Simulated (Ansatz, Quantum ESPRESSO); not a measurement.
**MgO (001), rock salt: biaxial strain and the free axis**

A thin film takes the in-plane lattice of its substrate and is free along the normal. How do the free axis and the stress follow the misfit? The strained cell has c along the film normal; unstrained it is a = 2.9796 Å, b = 2.9796 Å, c = 4.2137 Å, α = 90.00°, β = 90.00°, γ = 90.00°, with 4 atoms.

Calculated with Quantum ESPRESSO 7.5, PBEsol, GBRV 1.5 ultrasoft potentials, cutoff 680 eV, Fermi–Dirac smearing 0.02 eV, k-mesh 9×9×7, no spin polarisation, no spin-orbit coupling.

Relaxed positions at 0 %:

```
atom       x       y       z
  Mg  0.0000  0.0000  0.0000
  Mg  0.5000  0.5000  0.5000
   O  0.0000  0.0000  0.5000
   O  0.5000  0.5000  0.0000
```

| ε∥ (%) | a (Å) | c (Å) | ε⊥ (%) | σ (GPa, tension positive) |
| --- | --- | --- | --- | --- |
| −3 | 2.8902 | 4.2982 | 2.005 | −11.94 |
| −2 | 2.9200 | 4.2685 | 1.300 | −7.46 |
| −1 | 2.9498 | 4.2404 | 0.633 | −3.50 |
| 0 | 2.9796 | 4.2135 | −0.005 | −0.02 |
| 2 | 3.0391 | 4.1645 | −1.169 | 5.79 |
| 3 | 3.0690 | 4.1418 | −1.708 | 8.16 |

**Question.** Fit both responses and give the free strain and the stress at +1 %, a row left out above.

Least squares with y = y0 + y1 ε + y2 ε² (ε in %) gives ε⊥ = −0.003 + (−0.6184) ε + (0.0169) ε² and σ = 0.01 + (3.337) ε + (−0.211) ε² GPa. The linear terms put the ratio of free to applied strain at −0.618 and the biaxial modulus at 334 GPa.

At +1 % the free strain comes out as −0.605 %. The run itself gives −0.600 %, so the estimate misses by 0.005 %; the fitted rows themselves lie up to 0.003 % off the law.

The stress comes out as 3.14 GPa. The run itself gives 3.08 GPa, so the estimate misses by 0.06 GPa; the fitted rows themselves lie up to 0.05 GPa off the law.

For a cubic crystal strained in (001), ε⊥/ε∥ = −R with R = 2C12/C11, the modulus is C11 + C12 − 2C12²/C11 = C11(1 + R/2 − R²/2), so C11 = 298 GPa and C12 = 92 GPa.

The negative ε² term means that the crystal stiffens in compression and softens in tension.

The same fit over all rows at other levels or in other programs gives the strain ratio = −0.618 with PBEsol (Ansatz).

[Logs are printed without paths, hosts, clocks, repeated set-up lines and the standing remarks that a program may print on its own settings, such as how far it seeks lower states.]
